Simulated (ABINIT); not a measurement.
# InGaN2 (P3m1): G0W0 with ABINIT, start to end, part 2 of 3

Wanted: ground state, empty states, screening and self-energy for InGaN2 (P3m1).

ABINIT 10.8.3; LDA and many-body steps on it, plane waves. Known limits of the many-body steps: not at the basis limit; screening runs away on this mesh; no spin-orbit coupling; coarse k mesh.

So far. Step 2 (Ground state): The gap is direct, at Γ.

## 3. Bands along the symmetry lines

Level of this step: DFT, LDA, plane waves, norm-conserving pseudopotentials (ABINIT).

Levels along a band path, at the cheap level, show where the edges lie and whether the meshes to come will hold them.

File run.abi:

```
acell 3*1.0 Angstrom
rprim 
  3.399288205422 -0.000000000005 0.000000000000
  -1.699644102707 2.943869940683 0.000000000000
  0.000000000000 0.000000000000 5.551613000000
ntypat 3
znucl 49 31 7
natom 4
typat 1 2 3 3
xred 
  0.000000000000 0.000000000000 0.998402000000
  0.666666666667 0.333333333333 0.495356000000
  0.666666666667 0.333333333333 0.145617000000
  0.000000000000 0.000000000000 0.602224000000
pp_dirpath "pseudos"
pseudos "In.upf, Ga.upf, N.upf"
ecut 45
iscf -2
irdden 1
kptopt 0
nkpt 75
kpt 
  0.00000000 0.00000000 0.00000000
  0.06250000 0.00000000 0.00000000
  0.12500000 0.00000000 0.00000000
  0.18750000 0.00000000 0.00000000
  0.25000000 0.00000000 0.00000000
  0.31250000 0.00000000 0.00000000
  0.37500000 0.00000000 0.00000000
  0.43750000 0.00000000 0.00000000
  0.50000000 0.00000000 0.00000000
  0.47916667 0.04166667 0.00000000
  0.45833333 0.08333333 0.00000000
  0.43750000 0.12500000 0.00000000
  0.41666666 0.16666666 0.00000000
  0.39583333 0.20833333 0.00000000
  0.37500000 0.25000000 0.00000000
  0.35416666 0.29166666 0.00000000
  0.33333333 0.33333333 0.00000000
  0.29166666 0.29166666 0.00000000
  0.25000000 0.25000000 0.00000000
  0.20833333 0.20833333 0.00000000
  0.16666666 0.16666666 0.00000000
  0.12500000 0.12500000 0.00000000
  0.08333333 0.08333333 0.00000000
  0.04166667 0.04166667 0.00000000
  0.00000000 0.00000000 0.00000000
  0.00000000 0.00000000 0.06250000
  0.00000000 0.00000000 0.12500000
  0.00000000 0.00000000 0.18750000
  0.00000000 0.00000000 0.25000000
  0.00000000 0.00000000 0.31250000
  0.00000000 0.00000000 0.37500000
  0.00000000 0.00000000 0.43750000
  0.00000000 0.00000000 0.50000000
  0.06250000 0.00000000 0.50000000
  0.12500000 0.00000000 0.50000000
  0.18750000 0.00000000 0.50000000
  0.25000000 0.00000000 0.50000000
  0.31250000 0.00000000 0.50000000
  0.37500000 0.00000000 0.50000000
  0.43750000 0.00000000 0.50000000
  0.50000000 0.00000000 0.50000000
  0.47916667 0.04166667 0.50000000
  0.45833333 0.08333333 0.50000000
  0.43750000 0.12500000 0.50000000
  0.41666666 0.16666666 0.50000000
  0.39583333 0.20833333 0.50000000
  0.37500000 0.25000000 0.50000000
  0.35416666 0.29166666 0.50000000
  0.33333333 0.33333333 0.50000000
  0.29166666 0.29166666 0.50000000
  0.25000000 0.25000000 0.50000000
  0.20833333 0.20833333 0.50000000
  0.16666666 0.16666666 0.50000000
  0.12500000 0.12500000 0.50000000
  0.08333333 0.08333333 0.50000000
  0.04166667 0.04166667 0.50000000
  0.00000000 0.00000000 0.50000000
  0.50000000 0.00000000 0.50000000
  0.50000000 0.00000000 0.43750000
  0.50000000 0.00000000 0.37500000
  0.50000000 0.00000000 0.31250000
  0.50000000 0.00000000 0.25000000
  0.50000000 0.00000000 0.18750000
  0.50000000 0.00000000 0.12500000
  0.50000000 0.00000000 0.06250000
  0.50000000 0.00000000 0.00000000
  0.33333333 0.33333333 0.50000000
  0.33333333 0.33333333 0.43750000
  0.33333333 0.33333333 0.37500000
  0.33333333 0.33333333 0.31250000
  0.33333333 0.33333333 0.25000000
  0.33333333 0.33333333 0.18750000
  0.33333333 0.33333333 0.12500000
  0.33333333 0.33333333 0.06250000
  0.33333333 0.33333333 0.00000000
istwfk *1
nband 33
nbdbuf 2
tolwfr 1e-08
nstep 40
prtwf 0
prtvol 0
indata_prefix "in"
outdata_prefix "out"
tmpdata_prefix "tmp"
```

Launch:

```bash
> OMP_NUM_THREADS=1 mpirun -n 8 abinit run.abi > log
```

Numbers of over 12 decimals in the logs are rounded to 6 here.

Log:

```text
.Version 10.8.3 of ABINIT. v10.8.2 released Aug 2026.

 Symmetries : space group P3 m 1 (#156); Bravais hP (primitive hexag.)
[... echo of the input left out ...]
== DATASET  1 ==================================================================
-   mpi_nproc: 8, omp_nthreads: 1 (-1 if OMP is not activated)

--- !DatasetInfo
iteration_state: {dtset: 1, }
dimensions: {natom: 4, nkpt: 75, mband: 33, nsppol: 1, nspinor: 1, nspden: 1, mpw: 5444, }
cutoff_energies: {ecut:  45.0, pawecutdg:  -1.0, }
electrons: {nelect:   5.20000000E+01, charge:   0.00000000E+00, occopt:   1.00000000E+00, tsmear:   1.00000000E-02, }

 Real(R)+Recip(G) space primitive vectors, cartesian coordinates (Bohr,Bohr^-1):
 R(1)=  6.4237237  0.0000000  0.0000000  G(1)=  0.1556729  0.0898778  0.0000000
 R(2)= -3.2118619  5.5631079  0.0000000  G(2)=  0.0000000  0.1797556  0.0000000
 R(3)=  0.0000000  0.0000000 10.4910281  G(3)=  0.0000000  0.0000000  0.0953195
 Unit cell volume ucvol=  3.7490600E+02 bohr^3
 Angles (23,13,12)=  9.00000000E+01  9.00000000E+01  1.20000000E+02 degrees

 getcut: wavevector=  0.0000  0.0000  0.0000  ngfft=  40  40  64
         ecut(hartree)=     45.000   => boxcut(ratio)=   2.02018

--- Pseudopotential description ------------------------------------------------
- In Generated using ONCVPSP code by D. R. Hamann
- 49.00000  21.00000  180309                  znucl, zion, pspdat
12 -1012 2 -1 1894                            pspcod,pspxc,lmax,lloc,mmax
     nproj     2     2     2
  pspatm : epsatm=   33.93291270
         --- l  ekb(1:nproj) -->
             0    8.377455   -0.565121
             1    2.447487   -1.211193
             2   -3.400789   -0.970230
 pspatm: atomic psp has been read  and splines computed

- Ga Generated using ONCVPSP code by D. R. Hamann
- 31.00000  21.00000  180309                  znucl, zion, pspdat
12 -1012 2 -1 1858                            pspcod,pspxc,lmax,lloc,mmax
     nproj     2     2     2
  pspatm : epsatm=   21.89818218
         --- l  ekb(1:nproj) -->
[...]
pspatm: atomic psp has been read  and splines computed

- N Generated using ONCVPSP code by D. R. Hamann
-  7.00000   5.00000  180309                  znucl, zion, pspdat
12 -1012 1 -1 1058                            pspcod,pspxc,lmax,lloc,mmax
     nproj     2     2     0
  pspatm : epsatm=    5.30777321
         --- l  ekb(1:nproj) -->
[...]
pspatm: atomic psp has been read  and splines computed

--------------------------------------------------------------------------------

================================================================================
 prteigrs : about to open file out_EIG
 Non-SCF case, kpt    1 (  0.00000  0.00000  0.00000), residuals and eigenvalues=
  4.32E-09  9.48E-09  1.51E-09  8.80E-09  6.18E-09  2.75E-09  5.62E-09  9.57E-09
  9.50E-09  1.86E-09  4.72E-09  6.10E-09  5.84E-09  7.46E-09  4.21E-09  2.11E-09
[...]
3.74E-05
[...]
Non-SCF case, kpt   74 (  0.33333  0.33333  0.06250), residuals and eigenvalues=
[...]
Non-SCF case, kpt   75 (  0.33333  0.33333  0.00000), residuals and eigenvalues=
[...]
-1.9791E-01 -1.7364E-01  2.4548E-02  5.1462E-02  5.4392E-02  1.1984E-01
  1.2742E-01  1.3843E-01  3.9154E-01  4.4184E-01  4.4236E-01  4.9105E-01
[...]
--- !ResultsGS
iteration_state: {dtset: 1, }
comment   : Summary of ground state results
lattice_vectors:
- [  6.4237237,  -0.0000000,   0.0000000, ]
- [ -3.2118619,   5.5631079,   0.0000000, ]
- [  0.0000000,   0.0000000,  10.4910281, ]
lattice_lengths: [   6.42372,    6.42372,   10.49103, ]
lattice_angles: [ 90.000,  90.000, 120.000, ] # degrees, (23, 13, 12)
lattice_volume:   3.7490600E+02
convergence: {deltae:  0.000E+00, res2:  0.000E+00, residm:  9.996E-09, diffor:  0.000E+00, }
etotal    :  -4.68052064E+02
entropy   :   0.00000000E+00
fermie    :   2.23193896E-01
cartesian_stress_tensor: null
pressure_GPa: null
xred      :
- [  0.0000E+00,   0.0000E+00,   9.9840E-01, In]
- [  6.6667E-01,   3.3333E-01,   4.9536E-01, Ga]
- [  6.6667E-01,   3.3333E-01,   1.4562E-01,  N]
- [  0.0000E+00,   0.0000E+00,   6.0222E-01,  N]
cartesian_forces: null
force_length_stats: {min: null, max: null, mean: null, }

 Integrated electronic density in atomic spheres:
 ------------------------------------------------
 Atom  Sphere_radius  Integrated_density
[...]
================================================================================

 ----iterations are completed or convergence reached----

 Mean square residual over all n,k,spin=   49.813E-10; max=  99.964E-10
 reduced coordinates (array xred) for    4 atoms
[...]
0.666666666667      0.333333333333      0.145617000000
       0.000000000000      0.000000000000      0.602224000000

 cartesian coordinates (angstrom) at end:
    1      0.000000     0.000000     5.542742
    2      1.699644     0.981290     2.750025
    3      1.699644     0.981290     0.808409
    4      0.000000     0.000000     3.343315
 length scales=  1.889726125908  1.889726125908  1.889726125908 bohr
              =  1.000000000000  1.000000000000  1.000000000000 angstroms
 prteigrs : about to open file out_EIG
 Eigenvalues (hartree) for nkpt=  75  k points:
 kpt#   1, nband= 33, wtk=  1.00000, kpt=  0.0000  0.0000  0.0000 (reduced coord)
[...]
kpt#   2, nband= 33, wtk=  1.00000, kpt=  0.0625  0.0000  0.0000 (reduced coord)
[...]
kpt#   3, nband= 33, wtk=  1.00000, kpt=  0.1250  0.0000  0.0000 (reduced coord)
[...]
kpt#  74, nband= 33, wtk=  1.00000, kpt=  0.3333  0.3333  0.0625 (reduced coord)
[...]
0.61634
 kpt#  75, nband= 33, wtk=  1.00000, kpt=  0.3333  0.3333  0.0000 (reduced coord)
[...]
-0.25637   -0.25445   -0.19791   -0.17364    0.02455    0.05146    0.05439    0.11984
   0.12742    0.13843    0.39154    0.44184    0.44236    0.49105    0.52464    0.56470
   0.61733

== END DATASET(S) ==============================================================
================================================================================

 -outvars: echo values of variables after computation  --------
            nband          33
             nkpt          75
          spgroup         156
 [... the other variables as echoed above ...]

 Calculation completed.
```

Wall time 25 s (8 MPI ranks of Intel Xeon 6975P-C (Granite Rapids), shared host); peak memory 0.8 GiB.

Numbers from this step:

* gap: 0.2351 eV
* k of the valence top: 0, 0, 0
* k of the conduction bottom: 0, 0, 0
* least direct gap: 0.2351 eV

The gap is 0.235 eV, as in the run before at this level.

Electronic bands along the path, in eV, zero at the top of the highest filled band:

```
    point  band 23  band 24  band 25  band 26  band 27  band 28  band 29  band 30
        Γ    -1.16    -0.30     0.00     0.00     0.24     3.07     7.27     8.77
  halfway    -2.68    -1.93    -0.76    -0.43     2.65     4.69     6.38     7.44
        M    -3.80    -2.58    -2.06    -0.87     3.84     4.67     4.99     7.19
  halfway    -3.85    -3.19    -2.19    -1.61     4.79     4.86     5.71     6.95
        K    -4.59    -2.81    -2.61    -2.31     4.58     5.95     5.96     7.29
  halfway    -3.27    -2.28    -0.95    -0.83     3.17     5.32     6.58     6.73
        Γ    -1.16    -0.30     0.00     0.00     0.24     3.07     7.27     8.77
  halfway    -1.05    -1.05    -0.11    -0.11     1.57     3.09     6.84     8.80
        A    -0.92    -0.92    -0.26    -0.26     2.43     3.04     6.31     8.35
  halfway    -2.19    -1.64    -1.56    -0.88     3.32     4.30     6.09     7.18
        L    -2.11    -2.10    -1.55    -1.46     3.18     3.68     5.99     7.58
  halfway    -3.14    -2.56    -1.82    -1.28     4.07     4.42     6.33     7.21
        H    -3.89    -3.41    -1.74    -1.18     5.05     5.30     5.75     6.76
  halfway    -2.24    -1.98    -1.58    -1.42     3.60     4.85     6.04     7.10
        A    -0.92    -0.92    -0.26    -0.26     2.43     3.04     6.31     8.35
jump to L    -2.11    -2.10    -1.55    -1.46     3.18     3.68     5.99     7.58
  halfway    -3.07    -2.39    -1.60    -1.11     3.21     4.35     5.66     7.25
        M    -3.80    -2.58    -2.06    -0.87     3.84     4.67     4.99     7.19
jump to H    -3.89    -3.41    -1.74    -1.18     5.05     5.30     5.75     6.76
  halfway    -4.41    -2.74    -2.26    -1.85     5.11     5.55     5.74     7.17
        K    -4.59    -2.81    -2.61    -2.31     4.58     5.95     5.96     7.29
```

The electronic bands as a text plot (rows in eV, shown from -8.0 to 6.2 only):

```
    5.9 |    +     ++++               +++++++  ++++++    ++  + ++
    5.3 |     ++  + + +++++                    ++++        ++++
    4.8 |   ++++++++++++   +                 ++++  ++      ++  ++
    4.2 |  +     +      ++  +        ++++   ++   +   +   ++
    3.6 |++   +++            +      + ++ ++++     +++++    ++
    3.0 |    +            +   ++++++++  ++++          +++++
    2.4 |  ++              +      ++                    +
    1.8 |                   +    +
    1.2 | +                  +  +
    0.6 |+                     +
    0.0 |***                **+****                     *
   -0.6 |********         *****    ****               **
   -1.2 |**  *   **     *** ********** *********** ***********
   -1.8 |* ** **** *   *   ***      *******************   *****
   -2.4 | *  **********   ***    *    *******     ***    ****  **
   -3.0 |  **     ***** ** *      *         *** ***       *   * *
   -3.6 |   *** ***    ****        ***       *****   ****  ***
   -4.1 |    * *   ** * ***       *****        *   ** ***    **
   -4.7 |     **********              **          ****     **  **
   -5.3 |           ******       *     ***  *******      **  ****
   -5.9 |  *********      ***  **       **********        *****
   -6.5 |**                  **           **             *
   -7.1 |
   -7.7 |
         Γ      M    K        Γ   A       L    H       A|L M|H  K
```

## 4. Empty states on the mesh, 3×3×2 mesh, 101 bands

The sums over transitions need many empty states on a uniform mesh; this step solves for them.

File run.abi:

```
acell 3*1.0 Angstrom
rprim 
  3.399288205422 -0.000000000005 0.000000000000
  -1.699644102707 2.943869940683 0.000000000000
  0.000000000000 0.000000000000 5.551613000000
ntypat 3
znucl 49 31 7
natom 4
typat 1 2 3 3
xred 
  0.000000000000 0.000000000000 0.998402000000
  0.666666666667 0.333333333333 0.495356000000
  0.666666666667 0.333333333333 0.145617000000
  0.000000000000 0.000000000000 0.602224000000
pp_dirpath "pseudos"
pseudos "In.upf, Ga.upf, N.upf"
ecut 45
ngkpt 3 3 2
nshiftk 1
shiftk 0 0 0
kptopt 1
chksymbreak 0
iscf -2
irdden 1
istwfk *1
nband 101
nbdbuf 8
tolwfr 1e-09
nstep 60
prtvol 0
indata_prefix "in"
outdata_prefix "out"
tmpdata_prefix "tmp"
```

Log:

```text
.Version 10.8.3 of ABINIT. v10.8.2 released Aug 2026.

 Symmetries : space group P3 m 1 (#156); Bravais hP (primitive hexag.)
[... echo of the input left out ...]
== DATASET  1 ==================================================================
-   mpi_nproc: 8, omp_nthreads: 1 (-1 if OMP is not activated)
-    --> not optimal distribution: autoparal keyword recommended in input file <--

--- !DatasetInfo
iteration_state: {dtset: 1, }
dimensions: {natom: 4, nkpt: 6, mband: 101, nsppol: 1, nspinor: 1, nspden: 1, mpw: 5432, }
cutoff_energies: {ecut:  45.0, pawecutdg:  -1.0, }
electrons: {nelect:   5.20000000E+01, charge:   0.00000000E+00, occopt:   1.00000000E+00, tsmear:   1.00000000E-02, }

 Real(R)+Recip(G) space primitive vectors, cartesian coordinates (Bohr,Bohr^-1):
 R(1)=  6.4237237  0.0000000  0.0000000  G(1)=  0.1556729  0.0898778  0.0000000
 R(2)= -3.2118619  5.5631079  0.0000000  G(2)=  0.0000000  0.1797556  0.0000000
 R(3)=  0.0000000  0.0000000 10.4910281  G(3)=  0.0000000  0.0000000  0.0953195
 Unit cell volume ucvol=  3.7490600E+02 bohr^3
 Angles (23,13,12)=  9.00000000E+01  9.00000000E+01  1.20000000E+02 degrees

 getcut: wavevector=  0.0000  0.0000  0.0000  ngfft=  40  40  64
         ecut(hartree)=     45.000   => boxcut(ratio)=   2.02018

--- Pseudopotential description ------------------------------------------------
- In Generated using ONCVPSP code by D. R. Hamann
- 49.00000  21.00000  180309                  znucl, zion, pspdat
12 -1012 2 -1 1894                            pspcod,pspxc,lmax,lloc,mmax
     nproj     2     2     2
  pspatm : epsatm=   33.93291270
         --- l  ekb(1:nproj) -->
             0    8.377455   -0.565121
             1    2.447487   -1.211193
             2   -3.400789   -0.970230
 pspatm: atomic psp has been read  and splines computed

- Ga Generated using ONCVPSP code by D. R. Hamann
- 31.00000  21.00000  180309                  znucl, zion, pspdat
12 -1012 2 -1 1858                            pspcod,pspxc,lmax,lloc,mmax
     nproj     2     2     2
  pspatm : epsatm=   21.89818218
         --- l  ekb(1:nproj) -->
[...]
pspatm: atomic psp has been read  and splines computed

- N Generated using ONCVPSP code by D. R. Hamann
-  7.00000   5.00000  180309                  znucl, zion, pspdat
12 -1012 1 -1 1058                            pspcod,pspxc,lmax,lloc,mmax
     nproj     2     2     0
  pspatm : epsatm=    5.30777321
         --- l  ekb(1:nproj) -->
[...]
pspatm: atomic psp has been read  and splines computed

--------------------------------------------------------------------------------

================================================================================
 prteigrs : about to open file out_EIG
 Non-SCF case, kpt    1 (  0.00000  0.00000  0.00000), residuals and eigenvalues=
  6.71E-10  1.95E-10  3.94E-10  4.37E-10  5.86E-10  2.68E-10  4.28E-10  5.92E-10
  2.53E-10  7.96E-10  2.10E-10  8.33E-10  2.39E-10  7.37E-10  3.14E-10  1.10E-10
  4.38E-10  3.18E-10  9.34E-10  7.80E-10  2.91E-10  4.95E-10  8.73E-10  6.34E-10
[...]
5.27E-07  1.06E-06  2.71E-05  9.58E-06  1.39E-04
 -4.9882E+00 -3.9506E+00 -3.1930E+00 -3.1930E+00 -3.1928E+00 -2.4297E+00
 -2.4297E+00 -2.4292E+00 -3.2635E-01 -3.1997E-01 -2.8451E-01 -2.8451E-01
 -2.7918E-01 -2.7918E-01 -2.7892E-01 -2.6621E-01 -2.6621E-01 -2.5262E-01
[...]
2.1751E+00  2.2390E+00  2.2390E+00  2.2556E+00  2.2735E+00  2.2735E+00
  2.3305E+00  2.3472E+00  2.3803E+00  2.3803E+00  2.3946E+00  2.3946E+00
  2.4066E+00  2.4211E+00  2.4429E+00  2.4524E+00  2.4528E+00
 prteigrs : prtvol=0 or 1, do not print more k-points.

--- !ResultsGS
iteration_state: {dtset: 1, }
comment   : Summary of ground state results
lattice_vectors:
- [  6.4237237,  -0.0000000,   0.0000000, ]
- [ -3.2118619,   5.5631079,   0.0000000, ]
- [  0.0000000,   0.0000000,  10.4910281, ]
lattice_lengths: [   6.42372,    6.42372,   10.49103, ]
lattice_angles: [ 90.000,  90.000, 120.000, ] # degrees, (23, 13, 12)
lattice_volume:   3.7490600E+02
convergence: {deltae:  0.000E+00, res2:  0.000E+00, residm:  9.915E-10, diffor:  0.000E+00, }
etotal    :  -4.68052064E+02
entropy   :   0.00000000E+00
fermie    :   2.23193896E-01
cartesian_stress_tensor: null
pressure_GPa: null
xred      :
- [  0.0000E+00,   0.0000E+00,   9.9840E-01, In]
- [  6.6667E-01,   3.3333E-01,   4.9536E-01, Ga]
- [  6.6667E-01,   3.3333E-01,   1.4562E-01,  N]
- [  0.0000E+00,   0.0000E+00,   6.0222E-01,  N]
cartesian_forces: null
force_length_stats: {min: null, max: null, mean: null, }

 Integrated electronic density in atomic spheres:
 ------------------------------------------------
 Atom  Sphere_radius  Integrated_density
[...]
================================================================================

 ----iterations are completed or convergence reached----

 Mean square residual over all n,k,spin=   46.691E-11; max=  99.149E-11
 reduced coordinates (array xred) for    4 atoms
[...]
0.666666666667      0.333333333333      0.145617000000
       0.000000000000      0.000000000000      0.602224000000

 cartesian coordinates (angstrom) at end:
    1      0.000000     0.000000     5.542742
    2      1.699644     0.981290     2.750025
    3      1.699644     0.981290     0.808409
    4      0.000000     0.000000     3.343315
 length scales=  1.889726125908  1.889726125908  1.889726125908 bohr
              =  1.000000000000  1.000000000000  1.000000000000 angstroms
 prteigrs : about to open file out_EIG
 Eigenvalues (hartree) for nkpt=   6  k points:
 kpt#   1, nband=101, wtk=  0.05556, kpt=  0.0000  0.0000  0.0000 (reduced coord)
[...]
2.06501    2.12628    2.12707    2.12707    2.17510    2.23905    2.23905    2.25560
   2.27348    2.27348    2.33050    2.34719    2.38031    2.38031    2.39465    2.39465
   2.40659    2.42115    2.44291    2.45237    2.45276
 prteigrs : prtvol=0 or 1, do not print more k-points.

== END DATASET(S) ==============================================================
================================================================================

 -outvars: echo values of variables after computation  --------
            nband         101
             nkpt           6
          spgroup         156
 [... the other variables as echoed above ...]

 Calculation completed.
```

Run time: 14 s. Hardware: 8 MPI ranks; peak memory 0.67 GiB; 1.8 min of CPU time.

Numbers from this step:

- gap: 0.2351 eV
- k of the valence top: 0, 0, 0
- k of the conduction bottom: 0, 0, 0
- least direct gap: 0.2351 eV
- k points computed: 6
- lowest point of the top converged band, above the valence top: 57.8117 eV

On this mesh the gap is 0.235 eV.

(Part 2 of 3 ends here.)

[Paths, hosts, dates, memory and timing lines, banners, echoed tables and standing remarks are left out of the program output.]

[Logs are printed without paths, hosts, clocks, repeated set-up lines and the standing remarks that a program may print on its own settings, such as how far it seeks lower states.]

[Runs of the session that timed out or met a known fault of the program may be left out.]

[Hosts, paths, dates, database ids (printed as entryN), source tags and the programs' standing remarks are cut or masked in the printed files.]

[G0W0 gaps are taken among the corrected bands and points alone; a level outside them can change the order at an edge.]

[Where Ansatz stands beside ABINIT at settings called matched, ABINIT's density can come from a denser mesh and the files from another edition; pairs whose starting gaps differed by over 0.03 eV were left out, so agreement reads better than it is.]
